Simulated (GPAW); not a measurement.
# P (puckered monolayer): G0W0 on several meshes in GPAW

How does the mesh move the gap of P (puckered monolayer)?

Main program and level: GPAW 26.7.0; LDA and many-body steps on it, plane waves.

## Step 1: Set-up

The cell holds 4 atoms: 4 P. Cell: a = 4.363 Å, b = 3.278 Å, c = 13.000 Å, α = 90.0°, β = 90.0°, γ = 90.0°. Vacuum lies along c.

Structure file:

```cif
data_structure
_symmetry_space_group_name_H-M 'P 1'
_symmetry_Int_Tables_number 1
_cell_length_a 4.3628
_cell_length_b 3.2780
_cell_length_c 13.0000
_cell_angle_alpha 90.000
_cell_angle_beta 90.000
_cell_angle_gamma 90.000
_cell_volume 185.92
loop_
_atom_site_label
_atom_site_type_symbol
_atom_site_fract_x
_atom_site_fract_y
_atom_site_fract_z
_atom_site_occupancy
P1 P 0.08035 0.00000 0.58136 1
P2 P 0.41965 0.50000 0.58136 1
P3 P 0.58035 0.50000 0.41864 1
P4 P 0.91965 0.00000 0.41864 1
```

The structure was relaxed with LDA. The runs that relaxed it are not among those shown.

## Step 2: Empty states on the mesh, 6×8×1 mesh, 312 bands

This step: GPAW 26.7.0; DFT, LDA, plane waves, PAW.

The sums over transitions need many empty states on a uniform mesh; this step solves for them.

run.py reads:

```python
import json
import numpy as np
from gpaw.mpi import world
from gpaw import GPAW

calc = GPAW('gs.gpw').fixed_density(kpts={'size': (6, 8, 1), 'gamma': True},
    parallel={'domain': 1, 'band': 1},
    txt='nscf.txt')
calc.diagonalize_full_hamiltonian(nbands=312)
calc.write('full.gpw', mode='all')
res = {}
kpts = calc.get_ibz_k_points()
res['kpts'] = kpts
res['eigenvalues'] = [calc.get_eigenvalues(kpt=k) for k in range(len(kpts))]
res['n_electrons'] = calc.get_number_of_electrons()

if world.rank == 0:
    with open('result.json', 'w') as f:
        json.dump(res, f, default=lambda x: x.tolist())
```

Run with:

```console
> mpirun -n 4 gpaw python run.py
```

Numbers of over 12 decimals in the logs are rounded to 6 here.

What it wrote:

```text
Diagonalizing LCAO Hamiltonian
Converting LCAO to pw mode
convergence criteria:
- Maximum integral of absolute [eigenst]ate change: 4e-08 eV^2 / valence electron
maximum number of iterations: 100

SCF iterations
|iter     |     time |      energy | eigst |  dens |
|iter:   1|  |             | +0.74 |       |
|iter:   2|  |             | -0.57 |       |
|iter:   3|  |             | -1.64 |       |
[...]
|iter:  13|  |             | -6.92 |       |
|iter:  14|  |             | -7.38 |       |
|iter:  15|  |             | -7.82c|       |
SCF steps: 15
  __  _  _
 | _ |_)|_||  |
 |__||  | ||/\| - 26.7.0

Input parameters:
  mode=PW(ecut=450.000000),
  convergence={'density': 1e-06, 'bands': -3},
  gpts=array([24, 18, 64]),
  kpts=MonkhorstPack(size=(6, 8, 1), gamma=True),
  maxiter=100,
  nbands=18,
  occupations=Occupations(name='fermi-dirac', width=0.001, fixmagmom=False),
  parallel={'domain': 1, 'band': 1},
  xc=XC(name='LDA')
Matrix size: 4065x4065
# Writing to full.gpw (mode='all')
  [... matrices ...]

timing:  # [seconds]
  Total: 289.525  # ━━━━━━━━━━━━━━━━━━━━━━━━━━━━━━━━━━━━━━━━━━━━━━━━━━━━━━━━━
```

Run time: 5 min. Hardware: 4 MPI ranks of Arm Neoverse V1, shared host; peak memory 6.3 GiB; 20 min of CPU time.

Numbers from this step:

```yaml
gap: 0.5831 eV
k_of_the_valence_top: 0, 0, 0
k_of_the_conduction_bottom: 0, 0, 0
least_direct_gap: 0.5831 eV
k_points_computed: 20
lowest_point_of_the_top_converged_band_above_the_valence_top: 76.8138 eV
```

On this mesh the gap is 0.583 eV.

## Step 3: 6×8×1

Now the one-shot GW correction: screening in the RPA, then the self-energy of the levels asked for.

This step: G0W0 on LDA, plane waves, PAW.

run.py reads:

```python
import json
import numpy as np
from gpaw.mpi import world
from gpaw.response.g0w0 import G0W0

gw = G0W0('full.gpw',
    filename='gw',
    kpts=[0],
    bands=(8, 12),
    ecut=48,
    nbands=140,
    truncation='2D',
    integrate_gamma='sphere',
    q0_correction=True,
    frequencies={'type': 'nonlinear', 'domega0': 0.15, 'omega2': 15.0},
    eta=0.1,
    nblocksmax=True)
gw.calculate()
res = {mode: {k: v for k, v in r.items() if k != 'sigma_eskwn'}
       for mode, r in gw.all_results.items()}

if world.rank == 0:
    with open('result.json', 'w') as f:
        json.dump(res, f, default=lambda x: x.tolist())
```

Run with:

```console
> mpirun -n 4 gpaw python run.py
```

What it wrote:

```text
Using integrator: PointIntegrator
NonLinearFrequencyDescriptor(from 0.000 to 60.475 eV, 152 points)
Nonperiodic BCs:  [False False  True]
Using integrator: PointIntegrator
NonLinearFrequencyDescriptor(from 0.000 to 60.475 eV, 152 points)
Nonperiodic BCs:  [False False  True]
Applying analytical 2D correction to W:
    Evaluating Gamma point contribution to W on a 17x17x1 grid
  ___  _ _ _
 |   || | | |
 | | || | | |
 |__ ||_____|
 |___|

BZ k-points: Symmetries present (total): 4

  [... matrices ...]
48 k-points: 6 x 8 x 1 Monkhorst-Pack grid + [1/12,1/16,0.000000]
20 k-points in the irreducible part of the Brillouin zone
       k-points in crystal coordinates                weights
   0:     0.00000000    0.00000000    0.00000000          1/48
   1:     0.00000000    0.12500000    0.00000000          2/48
   2:     0.00000000    0.25000000    0.00000000          2/48
   3:     0.00000000    0.37500000    0.00000000          2/48
   4:     0.00000000    0.50000000    0.00000000          1/48
   5:     0.16666667    0.00000000    0.00000000          2/48
   6:     0.16666667    0.12500000    0.00000000          4/48
   7:     0.16666667    0.25000000    0.00000000          4/48
   8:     0.16666667    0.37500000    0.00000000          4/48
   9:     0.16666667    0.50000000    0.00000000          2/48
          ...
  19:     0.50000000    0.50000000    0.00000000          1/48

Distributing spins, k-points and bands (1 x 1 x 4) over 1 process
Number of blocks: 4

Quasi particle states:
k-points (IBZ indices): [0]
Band range: (8, 12)
  [... matrices ...]
Computational parameters:
Plane wave cut-off: 48 eV
Number of bands: 140
Coulomb cutoff: 2D
Broadening: 0.1 eV

fxc modes: GW
Kernel: RPA
Using full-frequency real axis integration
Summing all q:

Calculating screened Coulomb potential
2D Coulomb truncation
NonLinearFrequencyDescriptor(from 0.000 to 60.475 eV, 152 points)
Removing empty qpoint cache files...

Calculating chi0 body with:
    Ground state adapter containing:
    Number of spins: 1
    Number of kpoints: 48
    Number of irreducible kpoints: 20
    Number of completely occupied states: 10
    Number of partially occupied states: 10
    Occupied states memory: 4.21875 M / cpu

    Linear response parametrization:
    q_c: [1.3877787807814457e-17, 0.0, 0.0]
    Number of frequency points: 152
    Planewave cutoff: 48.0
    Number of bands: 140
    Number of planewaves: 141
    Broadening (eta): 0.1
    comm.size: 4
    kncomm.size: 1
    blockcomm.size: 4

    Memory estimate of potentially large arrays:
        chi0_wGG: 11.527679 M / cpu
Integrating chi0 body.

Symmetries of q_c:
    Direct symmetries (Uq -> q): 4
    Indirect symmetries (TUq -> q): 0
In total 4 allowed symmetries.

  [... matrices ...]
20 groups of equivalent kpoints. 58.333333% reduction.

Integral kind: spectral function
Integrating chi0 head and wings.

Symmetries of q_c:
    Direct symmetries (Uq -> q): 4
    Indirect symmetries (TUq -> q): 0
In total 4 allowed symmetries.

  [... matrices ...]
20 groups of equivalent kpoints. 58.333333% reduction.

Integral kind: spectral function wings

Calculating chi0 body with:
    Ground state adapter containing:
    Number of spins: 1
    Number of kpoints: 48
    Number of irreducible kpoints: 20
    Number of completely occupied states: 10
    Number of partially occupied states: 10
    Occupied states memory: 4.21875 M / cpu

[... the further q-points ...]

Results:
f:      Occupation numbers
eps:     KS-eigenvalues [eV]
vxc:     KS vxc [eV]
exx:     Exact exchange [eV]
sigma:   Self-energies [eV]
dsigma:  Self-energy derivatives
Z:       Renormalization factors
qp:      QP-energies [eV]

k-point 0 (0): (0.000, 0.000, 0.000)                GW
band       f     eps     vxc     exx   sigma  dsigma       Z      qp
                                                                   GW
   8   1.000  -2.341 -15.315 -17.007   1.748  -0.426   0.701  -2.302
   9   1.000  -0.527 -13.908 -14.960   1.022  -0.426   0.701  -0.548
  10   0.000   0.056 -11.502  -7.776  -2.683  -0.433   0.698   0.783
  11   0.000   0.894 -12.780  -8.173  -3.299  -0.428   0.700   1.810
```

The job ended after 2.6 min (4 MPI ranks; peak memory 1.8 GiB).

Numbers from this step:

* G0W0 gap on the points computed: 1.332 eV
* least direct G0W0 gap on the computed points: 1.332 eV
* Z at the valence top: 0.7013
* Z at the conduction bottom: 0.6981
* starting gap on the mesh: 0.5831 eV
* k of the valence top: 0, 0, 0
* k of the conduction bottom: 0, 0, 0

The gap on the mesh goes from 0.58 eV to 1.33 eV, a correction of +0.75 eV.

## Step 4: Empty states on the mesh, 4×6×1 mesh, 150 bands

This step: DFT, LDA, plane waves, PAW.

run.py reads:

```python
import json
import numpy as np
from gpaw.mpi import world
from gpaw import GPAW

calc = GPAW('gs.gpw').fixed_density(kpts={'size': (4, 6, 1), 'gamma': True},
    nbands=175,
    convergence={'bands': 150},
    txt='nscf.txt')
calc.write('full.gpw', mode='all')
res = {}
kpts = calc.get_ibz_k_points()
res['kpts'] = kpts
res['eigenvalues'] = [calc.get_eigenvalues(kpt=k) for k in range(len(kpts))]
res['n_electrons'] = calc.get_number_of_electrons()

if world.rank == 0:
    with open('result.json', 'w') as f:
        json.dump(res, f, default=lambda x: x.tolist())
```

Run with:

```console
> mpirun -n 4 gpaw python run.py
```

What it wrote:

```text
Diagonalizing LCAO Hamiltonian
Converting LCAO to pw mode
convergence criteria:
- Maximum integral of absolute [eigenst]ate change: 4e-08 eV^2 / valence electron
maximum number of iterations: 100

SCF iterations
|iter     |     time |      energy | eigst |  dens |
|iter:   1|  |             | +4.27 |       |
|iter:   2|  |             | +3.08 |       |
|iter:   3|  |             | +1.93 |       |
[...]
|iter:  13|  |             | -6.70 |       |
|iter:  14|  |             | -7.20 |       |
|iter:  15|  |             | -7.53c|       |
SCF steps: 15
  __  _  _
 | _ |_)|_||  |
 |__||  | ||/\| - 26.7.0

Input parameters:
  mode=PW(ecut=450.000000),
  convergence={'bands': 150},
  gpts=array([24, 18, 64]),
  kpts=MonkhorstPack(size=(4, 6, 1), gamma=True),
  maxiter=100,
  nbands=175,
  occupations=Occupations(name='fermi-dirac', width=0.001, fixmagmom=False),
  parallel={},
  xc=XC(name='LDA')
# Writing to full.gpw (mode='all')
  [... matrices ...]

timing:  # [seconds]
  Total: 0.056  # ━━━━━━━━━━━━━━━━━━━━━━━━━━━━━━━━━━━━━━━━━━━━━━━━━━━━━━━━━━━
```

Elapsed: 67 s, on 4 MPI ranks; peak memory 1 GiB; 4.4 min of CPU time.

Numbers from this step:

* gap: 0.5831 eV
* k of the valence top: 0, 0, 0
* k of the conduction bottom: 0, 0, 0
* least direct gap: 0.5831 eV
* k points computed: 12
* lowest point of the top converged band, above the valence top: 44.79 eV

On this mesh the gap is 0.583 eV.

## Step 5: 4×6×1

This step: G0W0 on LDA, plane waves, PAW.

run.py reads:

```python
import json
import numpy as np
from gpaw.mpi import world
from gpaw.response.g0w0 import G0W0

gw = G0W0('full.gpw',
    filename='gw',
    kpts=[0],
    bands=(8, 12),
    ecut=48,
    nbands=140,
    truncation='2D',
    integrate_gamma='sphere',
    q0_correction=True,
    frequencies={'type': 'nonlinear', 'domega0': 0.15, 'omega2': 15.0},
    eta=0.1,
    nblocksmax=True)
gw.calculate()
res = {mode: {k: v for k, v in r.items() if k != 'sigma_eskwn'}
       for mode, r in gw.all_results.items()}

if world.rank == 0:
    with open('result.json', 'w') as f:
        json.dump(res, f, default=lambda x: x.tolist())
```

Run with:

```console
> mpirun -n 4 gpaw python run.py
```

What it wrote:

```text
Using integrator: PointIntegrator
NonLinearFrequencyDescriptor(from 0.000 to 59.417 eV, 151 points)
Nonperiodic BCs:  [False False  True]
Using integrator: PointIntegrator
NonLinearFrequencyDescriptor(from 0.000 to 59.417 eV, 151 points)
Nonperiodic BCs:  [False False  True]
Applying analytical 2D correction to W:
    Evaluating Gamma point contribution to W on a 25x21x1 grid
  ___  _ _ _
 |   || | | |
 | | || | | |
 |__ ||_____|
 |___|

BZ k-points: Symmetries present (total): 4

  [... matrices ...]
24 k-points: 4 x 6 x 1 Monkhorst-Pack grid + [1/8,1/12,0.000000]
12 k-points in the irreducible part of the Brillouin zone
       k-points in crystal coordinates                weights
   0:     0.00000000    0.00000000    0.00000000          1/24
   1:     0.00000000    0.16666667    0.00000000          2/24
   2:     0.00000000    0.33333333    0.00000000          2/24
[...]
9:     0.50000000    0.16666667    0.00000000          2/24
          ...
  11:     0.50000000    0.50000000    0.00000000          1/24

Distributing spins, k-points and bands (1 x 1 x 4) over 1 process
Number of blocks: 4

Quasi particle states:
k-points (IBZ indices): [0]
Band range: (8, 12)
  [... matrices ...]
Computational parameters:
Plane wave cut-off: 48 eV
Number of bands: 140
Coulomb cutoff: 2D
Broadening: 0.1 eV

fxc modes: GW
Kernel: RPA
Using full-frequency real axis integration
Summing all q:

Calculating screened Coulomb potential
2D Coulomb truncation
NonLinearFrequencyDescriptor(from 0.000 to 59.417 eV, 151 points)
Removing empty qpoint cache files...

Calculating chi0 body with:
    Ground state adapter containing:
    Number of spins: 1
    Number of kpoints: 24
    Number of irreducible kpoints: 12
    Number of completely occupied states: 10
    Number of partially occupied states: 10
    Occupied states memory: 4.21875 M / cpu

    Linear response parametrization:
    q_c: [0.0, 1.3877787807814457e-17, 0.0]
    Number of frequency points: 151
    Planewave cutoff: 48.0
    Number of bands: 140
    Number of planewaves: 141
    Broadening (eta): 0.1
    comm.size: 4
    kncomm.size: 1
    blockcomm.size: 4

    Memory estimate of potentially large arrays:
        chi0_wGG: 11.451839 M / cpu
Integrating chi0 body.

Symmetries of q_c:
    Direct symmetries (Uq -> q): 4
    Indirect symmetries (TUq -> q): 0
In total 4 allowed symmetries.

  [... matrices ...]
12 groups of equivalent kpoints. 50.0% reduction.

Integral kind: spectral function
Integrating chi0 head and wings.

Symmetries of q_c:
    Direct symmetries (Uq -> q): 4
    Indirect symmetries (TUq -> q): 0
In total 4 allowed symmetries.

  [... matrices ...]
12 groups of equivalent kpoints. 50.0% reduction.

Integral kind: spectral function wings

Calculating chi0 body with:
    Ground state adapter containing:
    Number of spins: 1
    Number of kpoints: 24
    Number of irreducible kpoints: 12
    Number of completely occupied states: 10
    Number of partially occupied states: 10
    Occupied states memory: 4.21875 M / cpu

    Linear response parametrization:
[... the further q-points ...]

Results:
f:      Occupation numbers
eps:     KS-eigenvalues [eV]
vxc:     KS vxc [eV]
exx:     Exact exchange [eV]
sigma:   Self-energies [eV]
dsigma:  Self-energy derivatives
Z:       Renormalization factors
qp:      QP-energies [eV]

k-point 0 (0): (0.000, 0.000, 0.000)                GW
band       f     eps     vxc     exx   sigma  dsigma       Z      qp
                                                                   GW
   8   1.000  -2.341 -15.315 -17.056   1.808  -0.457   0.686  -2.295
   9   1.000  -0.527 -13.908 -15.117   1.171  -0.452   0.689  -0.553
  10   0.000   0.056 -11.502  -7.627  -2.828  -0.467   0.681   0.769
  11   0.000   0.894 -12.780  -8.143  -3.339  -0.464   0.683   1.781
```

Wall time 53 s (4 MPI ranks); peak memory 1.2 GiB.

Numbers from this step:

```
G0W0 gap on the points computed              : 1.322 eV
least direct G0W0 gap on the computed points : 1.322 eV
Z at the valence top                         : 0.6885
Z at the conduction bottom                   : 0.6814
starting gap on the mesh                     : 0.5831 eV
k of the valence top                         : 0, 0, 0
k of the conduction bottom                   : 0, 0, 0
```

Against G0W0 in GPAW (6×8×1 mesh, 140 bands, screening to 48 eV, full frequency, Hilbert transform), the gap moves by −0.010 eV.

## Step 6: The runs together

Times are wall times on 4 MPI ranks of Arm Neoverse V1, shared host, good to a factor of about two.

```
  run   mesh  bands  screening cutoff (eV)  DFT gap (eV)  gap on the mesh (eV)  direct (eV)     time
6×8×1  6×8×1    140                     48         0.583                 1.332        1.332  2.6 min
4×6×1  4×6×1    140                     48         0.583                 1.322        1.322     53 s
```

## Step 7: Outcome

| Quantity | Value |
| --- | --- |
| 6×8×1 | 1.332 eV |
| 4×6×1 | 1.322 eV |
| known limits | not at the basis limit |

What this shows: 4×6×1: −0.010 eV against 6×8×1. Bands and cutoff are finite, so the gap is not at the basis limit. The miss can reach some tenths of an eV and take either sign; the mesh is an error of its own. These stock PAW sets were not made for GW. In the G0W0 runs levels were corrected at 1 k point alone, so a gap called «on the mesh» is the least over those, and an edge elsewhere would be missed.

[Paths, hosts, dates, memory and timing lines, banners, echoed tables and standing remarks are left out of the program output.]

[Logs are printed without paths, hosts, clocks, repeated set-up lines and the standing remarks that a program may print on its own settings, such as how far it seeks lower states.]

[Runs of the session that timed out or met a known fault of the program may be left out.]

[Hosts, paths, dates, database ids (printed as entryN), source tags and the programs' standing remarks are cut or masked in the printed files.]
